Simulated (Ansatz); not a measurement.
# What CdInCl3 (model cell, started as cubic perovskite with Cd in the octahedra) distorts into

Which phase does CdInCl3 (model cell, started as cubic perovskite with Cd in the octahedra) fall into along its unstable mode, and how much energy does it gain?

Program: Ansatz 0.2.0. Level of theory: DFT PBEsol, scalar-relativistic, plane waves, PAW; PAW set soft_1. Results are calculated unless marked as measured.

Most raw output is cut from this account.

The structure was built from a prototype and need not be the compound's stable phase.

### 1. Starting point

The structure is cubic, space group Pm-3m (No. 221). Conventional cell: a = 5.124 Å, b = 5.124 Å, c = 5.124 Å, α = 90.00°, β = 90.00°, γ = 90.00°. Nearest to In lie 12 Cl at 3.62 Å. Nearest to Cd lie 6 Cl at 2.56 Å. Nearest to Cl lie 2 Cd at 2.56 Å. Farther neighbours and most contacts between anions are not listed.

Coordinates:

```cif
data_structure
_symmetry_space_group_name_H-M 'Pm-3m'
_symmetry_Int_Tables_number 221
_cell_length_a 5.1238
_cell_length_b 5.1238
_cell_length_c 5.1238
_cell_angle_alpha 90.000
_cell_angle_beta 90.000
_cell_angle_gamma 90.000
_cell_volume 134.52
loop_
_atom_site_label
_atom_site_type_symbol
_atom_site_symmetry_multiplicity
_atom_site_Wyckoff_symbol
_atom_site_fract_x
_atom_site_fract_y
_atom_site_fract_z
_atom_site_occupancy
In1 In 1 a 0.00000 0.00000 0.00000 1
Cd1 Cd 1 b 0.50000 0.50000 0.50000 1
Cl1 Cl 3 c 0.50000 0.50000 0.00000 1
```

### 2. Phonons on a q mesh

The cell comes from relaxations at this level that are not shown. Stability and thermal properties need the whole zone. Linear response on a 2×2×2 q mesh gives force constants as far as a supercell of that size would, and the tensors from the zone-centre run are typed in so that the long-range dipole term is interpolated apart.

Contents of input.yaml:

```yaml
crystal:
  lattice:
    - [5.1238010624, 0.0, 0.0]
    - [0.0, 5.1238010624, 0.0]
    - [0.0, 0.0, 5.1238010624]
  atoms:
    - { symbol: In, position: [0.0, 0.0, 0.0] }
    - { symbol: Cd, position: [0.5, 0.5, 0.5] }
    - { symbol: Cl, position: [0.5, 0.5, 0.0] }
    - { symbol: Cl, position: [0.5, 0.0, 0.5] }
    - { symbol: Cl, position: [0.0, 0.5, 0.5] }
kpoints:
  mp_grid: { grid: [6, 6, 6] }
hamiltonian:
  xc: pbesol
  pseudopotentials: { kind: paw, azcp: { folder: soft_1 }, xc_functional: pbe }
scf:
  occupations: { method: fixed }
output:
  eigenvalues: true
phonons:
  method: dfpt
  qmesh: [2, 2, 2]
  temperatures: { t_max: 1000, t_step: 50 }
  qpath:
    path:
      - [[0.0, 0.0, 0.0], [0.0, 0.5, 0.0], [0.5, 0.5, 0.0], [0.0, 0.0, 0.0], [0.5, 0.5, 0.5], [0.0, 0.5, 0.0]]
      - [[0.5, 0.5, 0.5], [0.5, 0.5, 0.0]]
    npoints: 10
  non_analytic_term:
    high_frequency_dielectric_tensor: [[4.407, 0.0, 0.0], [0.0, 4.407, 0.0], [0.0, 0.0, 4.407]]
    born_effective_charges:
      - { species: In, tensor: [[1.9655, 0.0, 0.0], [0.0, 1.9655, 0.0], [0.0, 0.0, 1.9655]] }
      - { species: Cd, tensor: [[2.6902, 0.0, 0.0], [0.0, 2.6902, 0.0], [0.0, 0.0, 2.6902]] }
      - { species: Cl, tensor: [[-1.2486, 0.0, 0.0], [0.0, -1.2486, 0.0], [0.0, 0.0, -2.1585]] }
      - { species: Cl, tensor: [[-1.2486, 0.0, 0.0], [0.0, -2.1585, 0.0], [0.0, 0.0, -1.2486]] }
      - { species: Cl, tensor: [[-2.1585, 0.0, 0.0], [0.0, -1.2486, 0.0], [0.0, 0.0, -1.2486]] }
    source: "zone-centre run at this cell"
```

The run is started by

```sh
> ansatz run input.yaml --threads 4 --pin off --max-ram 16384MiB --backend cpu --events-out ev --progress --plain --runs-dir out
```

Elapsed: 2.2 min, on 4 threads of Arm Neoverse V2, shared host; peak memory 1.1 GiB; 8.5 min of CPU time.

This step gave:

```
gap on the k-mesh                                       : 1.788 eV
volume per atom                                         : 26.90 Å³
sum-rule residual before enforcement                    : 3.16e-5 eV/Å²
lowest frequency on the path                            : -71.70 cm⁻¹
point group                                             : m-3m
highest frequency on the path or at a solved wavevector : 312.9 cm⁻¹
highest optical mode at the zone centre (no LO-TO term) : 265.2 cm⁻¹
lowest optical zone-centre mode                         : -56.45 cm⁻¹
lowest mode on the q mesh (acoustic modes at Γ apart)   : -71.7 cm⁻¹
```

Frequencies (cm⁻¹) solved at each irreducible wavevector; negative means imaginary. Frequencies by wavevector, by row:

```
q in reciprocal lattice units  star  mode 1  mode 2  mode 3  mode 4  mode 13  mode 14  mode 15
                        0 0 0     1   -56.5   -56.5   -56.5       0    265.2    265.2    265.2
                     0 0 -0.5     3   -41.2   -41.2    22.4    22.4    265.2    265.5    265.5
                  0 -0.5 -0.5     3   -71.7   -46.8   -46.8     -28      169    265.8    293.8
               -0.5 -0.5 -0.5     1   -71.4   -71.4   -71.4   -42.9    168.3    168.3    312.9
```

Interpolated from a 2×2×2 q mesh, with the LO-TO term (at Γ the limit along the path; where Γ stands inside the path, tables give the limit on arrival). The phonon branches at the labelled points (cm⁻¹):

```
    point  branch 1  branch 2  branch 3  branch 4  branch 12  branch 13  branch 14  branch 15
        Γ       -56       -56         0         0        106        265        265        290
  halfway       -50       -50        19        19        113        265        265        280
        X       -41       -41        22        22        140        265        266        266
  halfway       -59       -36       -35       -34        139        210        266        292
        M       -72       -47       -47       -28        138        169        266        294
  halfway       -57       -43       -27       -19        116        232        266        294
        Γ       -56       -56         0         0        106        265        265        290
  halfway       -53       -53       -40       -22        116        230        230        307
        R       -71       -71       -71       -43        139        168        168        313
  halfway       -57       -56       -40       -37        139        201        230        308
        X       -41       -41        22        22        140        265        266        266
jump to R       -71       -71       -71       -43        139        168        168        313
  halfway       -72       -55       -55       -35        138        169        217        310
        M       -72       -47       -47       -28        138        169        266        294
```

Symmetry leaves 4 wavevectors to solve. The lowest mode among them, the acoustic zeros apart, lies at q = (0, -0.5, -0.5) and is imaginary, 71.7i cm⁻¹, so the energy falls along it.

### 3. The mode frozen in, largest atomic shift 0 Å

The mode followed lies at q = (0, -0.5, -0.5) with frequency 71.7i cm⁻¹, the softest among the wavevectors solved. At small amplitude the distorted cell has space group no. 127 by a symmetry search on the positions. The undistorted cell that holds it gives the zero of energy on the same k mesh.

System of this step: CdInCl3 (model cell, started as cubic perovskite with Cd in the octahedra). It takes space group Pm-3m (No. 221, cubic). The conventional cell has a = 5.124 Å, b = 5.124 Å, c = 5.124 Å, α = 90.00°, β = 90.00°, γ = 90.00°. Nearest to In lie 12 Cl at 3.62 Å. Nearest to Cd lie 6 Cl at 2.56 Å. Nearest to Cl lie 2 Cd at 2.56 Å. Nearest to Cl lie 2 Cd at 2.56 Å. Farther neighbours and most contacts between anions are not listed.

Contents of input.yaml:

```yaml
crystal:
  lattice:
    - [-5.1238010624, 0.0, 0.0]
    - [0.0, -5.1238010624, -5.1238010624]
    - [0.0, -5.1238010624, 5.1238010624]
  atoms:
    - { symbol: In, position: [1.0, 0.5, 0.5] }
    - { symbol: In, position: [1.0, 1.0, 1.0] }
    - { symbol: Cd, position: [0.5, 0.0, 0.5] }
    - { symbol: Cd, position: [0.5, 0.5, 0.0] }
    - { symbol: Cl, position: [0.5, 0.75, 0.75] }
    - { symbol: Cl, position: [0.5, 0.25, 0.25] }
    - { symbol: Cl, position: [0.5, 0.75, 0.25] }
    - { symbol: Cl, position: [0.5, 0.25, 0.75] }
    - { symbol: Cl, position: [0.0, 0.0, 0.5] }
    - { symbol: Cl, position: [0.0, 0.5, 0.0] }
kpoints:
  mp_grid: { grid: [6, 4, 4] }
hamiltonian:
  xc: pbesol
  pseudopotentials: { kind: paw, azcp: { folder: soft_1 }, xc_functional: pbe }
scf:
  occupations: { method: gaussian, width: 0.02 }
output:
  forces: true
  stress: true
  eigenvalues: true
```

Run time: 5.4 s. Hardware: 4 threads; peak memory 0.83 GiB.

This step gave:

```
pressure                         : -0.002526 GPa
energy from the undistorted cell : 0 meV/atom
```

At this level the gap is 1.79 eV on the k-mesh of the self-consistent run, which can miss the band edges.

### 4. The mode frozen in, largest atomic shift 0.6 Å

The atoms are moved along the unstable eigenvector, the largest shift by 0.6 Å, with the cell fixed.

input.yaml, the sections that differ from step 3:

```yaml
crystal:
  lattice:
    - [-5.1238010624, 0.0, 0.0]
    - [0.0, -5.1238010624, -5.1238010624]
    - [0.0, -5.1238010624, 5.1238010624]
  atoms:
    - { symbol: In, position: [1.0, 0.5, 0.5] }
    - { symbol: In, position: [1.0, 1.0, 1.0] }
    - { symbol: Cd, position: [0.5, 0.0, 0.5] }
    - { symbol: Cd, position: [0.5, 0.5, 0.0] }
    - { symbol: Cl, position: [0.5, 0.8085502826, 0.8085502826] }
    - { symbol: Cl, position: [0.5, 0.1914497174, 0.1914497174] }
    - { symbol: Cl, position: [0.5, 0.6914497174, 0.3085502826] }
    - { symbol: Cl, position: [0.5, 0.3085502826, 0.6914497174] }
    - { symbol: Cl, position: [0.0, 0.0, 0.5] }
    - { symbol: Cl, position: [0.0, 0.5, 0.0] }
# kpoints, hamiltonian, scf, output: as in step 3
```

Wall time 5.4 s (4 threads); peak memory 0.83 GiB; 21 s of CPU time.

Numbers from this step:

```
pressure                         : -0.6895 GPa
gap on the k-mesh                : 1.592 eV
energy from the undistorted cell : -22.73 meV/atom
```

The energy, extrapolated to zero smearing, is -22.73 meV/atom against the undistorted cell.

The run ends at a pressure of -0.69 GPa, with forces up to 0.0054 eV/Å.

### 5. Energy along the mode, all amplitudes (two of the runs are shown above)

An imaginary frequency means negative curvature, so the energy should fall and then rise again as anharmonic terms take over.

Numbers from this step:

* depth at the lowest point sampled: 22.73 meV/atom
* largest atomic shift at that point: 0.6 Å

The energy from the parent by largest atomic shift:

```
largest atomic shift (Å)  energy from the parent (meV/atom)
                   0.000                                  0
                   0.040                             -0.214
                   0.080                             -0.849
                   0.140                              -2.54
                   0.220                              -5.96
                   0.320                              -11.4
                   0.450                              -18.5
                   0.600                              -22.7
```

Displacement at unit largest shift by atom:

```
atom  x (Å)  y (Å)  z (Å)  size
 In1   0.00   0.00   0.00  0.00
 In2   0.00   0.00   0.00  0.00
 Cd3   0.00   0.00   0.00  0.00
 Cd4   0.00   0.00   0.00  0.00
 Cl5   0.00  -1.00   0.00  1.00
 Cl6   0.00   1.00   0.00  1.00
 Cl7   0.00   0.00   1.00  1.00
 Cl8   0.00   0.00  -1.00  1.00
 Cl9   0.00   0.00   0.00  0.00
Cl10   0.00   0.00   0.00  0.00
```

The lowest of the steps tried is the last one, at 0.6 Å, 22.7 meV/atom below the parent; the bottom of the well need not coincide with a step.

### 6. Relaxation from the frozen mode

Starting from the lowest point found, all atoms and the cell are let go, so that strain and other modes of the same symmetry can join in.

Edit input.yaml of step 4 so:

```diff
@@ -22,3 +22,3 @@
 scf:
-  occupations: { method: gaussian, width: 0.02 }
+  occupations: { method: fixed }
 output:
@@ -27 +27,10 @@
   eigenvalues: true
+  write_density: true
+  write_potential: true
+  elf: true
+  volumetric_format: npy
+relax:
+  adjacent_minimum: "off"
+  f_tol: 0.002
+  max_steps: 120
+  cell: { stress_tol: 0.03 }
```

Run time: 38 s. Hardware: 4 threads; peak memory 0.87 GiB; 2.5 min of CPU time.

Step by step:

```
step  energy less that of the first step (eV)  largest force component (eV/Å)  pressure (GPa)  volume (Å³)
   1                                   0.0000                          0.0054           -0.69       269.03
   2                                  -0.0405                          0.0192           -0.10       263.84
   3                                  -0.0662                          0.0028            0.10       260.78
   4                                  -0.0663                          0.0024           -0.02       261.57
   5                                  -0.0664                          0.0004            0.00       261.49
  6*                                  -0.0657                          0.0005            0.00       261.49
```

Relaxation steps marked * repeat the geometry before them on a plane-wave basis chosen anew for their cell, so energy and pressure can jump there.

Forces are held to the 16 operations that the run works with; a distortion that breaks them can't arise in this run.

```
     cell as run  before  after  change
           a (Å)   5.124  5.263  +2.7 %
           b (Å)   7.246  7.049  -2.7 %
           c (Å)   7.246  7.049  -2.7 %
volume (Å³/atom)   26.90  26.15  -2.8 %
```

The atoms that moved most (Å, as changes of fractional coordinates times the final cell):

```
atom     dx      dy      dz  length
 Cl7  0.000   0.000   0.089   0.089
 Cl5  0.000  -0.089   0.000   0.089
 Cl6  0.000   0.089   0.000   0.089
 Cl8  0.000   0.000  -0.089   0.089
```

Numbers from this step:

```yaml
pressure: -0.001877 GPa
gap_on_the_k_mesh: 1.601 eV
volume_per_atom: 26.15 Å³
```

ELF in the ac plane at fractional y = 0.000, with atoms of In and Cd and Cl within 0.2 Å of it. It is the smooth field of the valence electrons, not physical close to the nuclei.

Ten even steps from '0' (0.02) to '9' (0.92), each cell a mean:
```
013210000002320
223211233101232
332102455310233
221002455310122
000001333200000
321000111100012
874100111100267
997301233211589
788512465312798
278513699422785
588513587422786
998412344311699
986201122101478
542000111000135
100001222100000
110002454310011
322102465310123
233201344201233
013210111001321
002210000002320
```
Columns run along a (5.3 Å), rows up along c (7.0 Å). Atoms in or near the plane, at fractional coordinates: In at (0.00, 0.00), Cd at (0.50, 0.50), Cl at (0.00, 0.50).

Valence density in the ac plane at fractional y = 0.000, with atoms of In and Cd and Cl within 0.2 Å of it. It is the smooth field of the valence electrons, not physical close to the nuclei.

Values in e/Å³, 20 rows by 15 columns, each cell a mean:
```
 8  5  1  0  0  0  0  0  0  0  0  0  1  3  6
 3  2  1  0  0  0  0  0  0  0  0  0  0  1  3
 1  0  0  0  0  0  0  0  0  0  0  0  0  0  1
 0  0  0  0  0  0  0  0  0  0  0  0  0  0  0
 0  0  0  0  0  0  0  0  0  0  0  0  0  0  0
 0  0  0  0  0  0  0  0  0  0  0  0  0  0  0
 0  0  0  0  0  0  0  0  0  0  0  0  0  0  0
 1  1  0  0  0  0  1  2  2  1  0  0  0  1  1
 2  1  1  0  0  1  6 11  9  3  0  0  0  1  2
 1  2  1  0  0  2 11 22 18  6  1  0  1  1  1
 1  2  1  0  0  2  8 17 14  5  1  0  1  1  2
 1  1  1  0  0  1  3  5  4  1  0  0  0  1  1
 1  0  0  0  0  0  0  1  1  0  0  0  0  0  1
 0  0  0  0  0  0  0  0  0  0  0  0  0  0  0
 0  0  0  0  0  0  0  0  0  0  0  0  0  0  0
 0  0  0  0  0  0  0  0  0  0  0  0  0  0  0
 0  0  0  0  0  0  0  0  0  0  0  0  0  0  0
 2  1  0  0  0  0  0  0  0  0  0  0  0  1  1
 6  3  1  0  0  0  0  0  0  0  0  0  0  2  5
10  6  2  0  0  0  0  0  0  0  0  0  1  3  8
```
Columns run along a (5.3 Å), rows up along c (7.0 Å). Atoms in or near the plane, at fractional coordinates: In at (0.00, 0.00), Cd at (0.50, 0.50), Cl at (0.00, 0.50).

Electrostatic potential energy in the ac plane at fractional y = 0.000, with atoms of In and Cd and Cl within 0.2 Å of it. With pseudopotentials it is smooth inside the atoms' cores, unlike the true potential.

Ten even steps from '0' (-33 eV) to '9' (10 eV), each cell a mean:
```
003799999998510
125899999999741
568999999999876
889999999999998
999999999999999
999999999999999
999998877899999
468997544689985
016885212368840
004874100258710
005884211368720
147986333479862
789998766789998
999999988999999
999999999999999
999999999999999
788999999999987
247899999999853
014899999998620
002799999998510
```
Columns run along a (5.3 Å; values clipped at the 3rd and 97th percentile), rows up along c (7.0 Å). Atoms in or near the plane, at fractional coordinates: In at (0.00, 0.00), Cd at (0.50, 0.50), Cl at (0.00, 0.50).

The distorted start has space group P4/mbm; the relaxation ends in P4/mbm.

### 7. The new phase in its own primitive cell

The relaxed structure is symmetrised, reduced to its primitive cell and relaxed tightly, as its phonons need.

Contents of input.yaml:

```yaml
crystal:
  lattice:
    - [7.048547335, 0.0, 0.0]
    - [0.0, 7.048547335, 0.0]
    - [0.0, 0.0, 5.2632679419]
  atoms:
    - { symbol: In, position: [0.5, 0.0, 0.0] }
    - { symbol: In, position: [0.0, 0.5, 0.0] }
    - { symbol: Cd, position: [0.0, 0.0, 0.5] }
    - { symbol: Cd, position: [0.5, 0.5, 0.5] }
    - { symbol: Cl, position: [0.8174351693, 0.3174351693, 0.5] }
    - { symbol: Cl, position: [0.1825648307, 0.6825648307, 0.5] }
    - { symbol: Cl, position: [0.6825648307, 0.8174351693, 0.5] }
    - { symbol: Cl, position: [0.3174351693, 0.1825648307, 0.5] }
    - { symbol: Cl, position: [0.0, 0.0, 0.0] }
    - { symbol: Cl, position: [0.5, 0.5, 0.0] }
kpoints:
  mp_grid: { grid: [4, 4, 4] }
hamiltonian:
  xc: pbesol
  pseudopotentials: { kind: paw, azcp: { folder: soft_1 }, xc_functional: pbe }
scf:
  occupations: { method: fixed }
output:
  forces: true
  stress: true
  eigenvalues: true
relax:
  adjacent_minimum: "off"
  f_tol: 0.001
  max_steps: 60
  cell: { stress_tol: 0.01 }
```

Run time: 10 s. Hardware: 4 threads; peak memory 0.78 GiB; 39 s of CPU time.

Little changed from the start: no atom moved by 0.005 Å and no cell edge by 0.1 %.

A gap read on the k-mesh alone can miss the band edges.

This step gave:

* pressure: -0.001590 GPa
* direct gap on mesh: 2.464 eV

The largest force component left is 0.20 meV/Å and the pressure is -0.002 GPa, within the tolerances set. The cell now holds 26.15 Å³/atom.

(Continued in part 2 of 2.)

[Logs are printed without paths, hosts, clocks, repeated set-up lines and the standing remarks that a program may print on its own settings, such as how far it seeks lower states.]

[Hosts, paths, dates, database ids (printed as entryN), source tags and the programs' standing remarks are cut or masked in the printed files.]
